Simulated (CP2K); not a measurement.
Methoxyallene has these distinct C atoms: C1 (bonded to C and 2 H), C2 (bonded to 2 C), C3 (bonded to C, O and H) and C5 (bonded to O and 3 H).

```xyz
11

C     2.0120    0.4582    0.2997
C     0.9977   -0.3638    0.1668
C     0.0168   -1.2359    0.0385
O    -1.3191   -0.9641   -0.1752
C    -1.6352    0.4335   -0.2672
H     2.3156    0.8445    1.2779
H     2.6001    0.7931   -0.5604
H     0.1908   -2.3110    0.0962
H    -2.7151    0.4889   -0.4386
H    -1.3708    0.9552    0.6662
H    -1.0928    0.9012   -1.1039
```

Their partial C K spectra (CP2K XAS_TDP, all-electron GAPW, PBEh(45%), aug-cc-pVDZ, TDA, GW2X-corrected core level, no relativity) are given in random order, each times the number of alike atoms.

Gaussian full width 0.5 eV, oscillator strength per eV, alike atoms added, rows of zeros left out:

```csv
E (eV),curve 1,curve 2,curve 3,curve 4
286.00,0.000,0.001,0.000,0.000
286.25,0.000,0.014,0.000,0.000
286.50,0.000,0.069,0.000,0.000
286.75,0.000,0.086,0.001,0.000
287.00,0.000,0.027,0.019,0.000
287.25,0.000,0.004,0.075,0.000
287.50,0.000,0.021,0.076,0.000
287.75,0.000,0.079,0.020,0.000
288.00,0.000,0.076,0.001,0.000
288.25,0.000,0.019,0.000,0.000
288.50,0.000,0.001,0.000,0.000
288.75,0.000,0.000,0.000,0.003
289.00,0.000,0.000,0.000,0.036
289.25,0.000,0.000,0.000,0.101
289.50,0.000,0.000,0.000,0.072
289.75,0.000,0.000,0.001,0.017
290.00,0.000,0.000,0.006,0.017
290.25,0.000,0.000,0.020,0.019
290.50,0.000,0.000,0.018,0.005
290.75,0.006,0.000,0.005,0.000
291.00,0.032,0.001,0.001,0.000
291.25,0.046,0.001,0.002,0.000
291.50,0.017,0.002,0.014,0.000
291.75,0.002,0.004,0.021,0.003
292.00,0.004,0.005,0.009,0.007
292.25,0.031,0.003,0.004,0.008
292.50,0.084,0.002,0.009,0.012
292.75,0.074,0.002,0.008,0.010
293.00,0.034,0.001,0.004,0.008
293.25,0.016,0.003,0.009,0.006
293.50,0.009,0.008,0.028,0.005
293.75,0.006,0.010,0.044,0.008
294.00,0.016,0.008,0.028,0.010
294.25,0.040,0.006,0.010,0.009
294.50,0.037,0.007,0.009,0.016
294.75,0.038,0.011,0.005,0.015
295.00,0.047,0.010,0.003,0.006
295.25,0.038,0.007,0.007,0.011
295.50,0.023,0.003,0.015,0.025
295.75,0.009,0.002,0.015,0.024
296.00,0.005,0.002,0.009,0.015
296.25,0.006,0.001,0.007,0.019
296.50,0.006,0.004,0.008,0.022
296.75,0.005,0.004,0.016,0.017
```

Question: Which curve belongs to which atom?

Curve 1: C5 (bonded to O and 3 H), leading line at 291.19 eV (f = 0.026 an atom), ionisation energy 293.80 eV, term value 2.61 eV. Curve 2: C2 (bonded to 2 C), leading line at 286.67 eV (f = 0.050 an atom), ionisation energy 291.96 eV, term value 5.29 eV. Curve 3: C1 (bonded to C and 2 H), leading line at 287.38 eV (f = 0.048 an atom), ionisation energy 292.47 eV, term value 5.09 eV. Curve 4: C3 (bonded to C, O and H), leading line at 289.31 eV (f = 0.056 an atom), ionisation energy 293.59 eV, term value 4.28 eV. The leading line of an atom is its first one with 35 % of the strongest within 2.5 eV of its lowest line over the strength cut. A line lies at the core ionisation energy, which rises as an atom loses charge to its neighbours or to a π system, less the term value, which is large for a low π* or σ* orbital with weight on that atom.

[Banner, clock and machine lines of the logs are left out without a mark of their own.]

[Logs are printed without paths, hosts, clocks, repeated set-up lines and the standing remarks that a program may print on its own settings, such as how far it seeks lower states.]

[Hosts, paths, dates, database ids (printed as entryN), source tags and the programs' standing remarks are cut or masked in the printed files.]
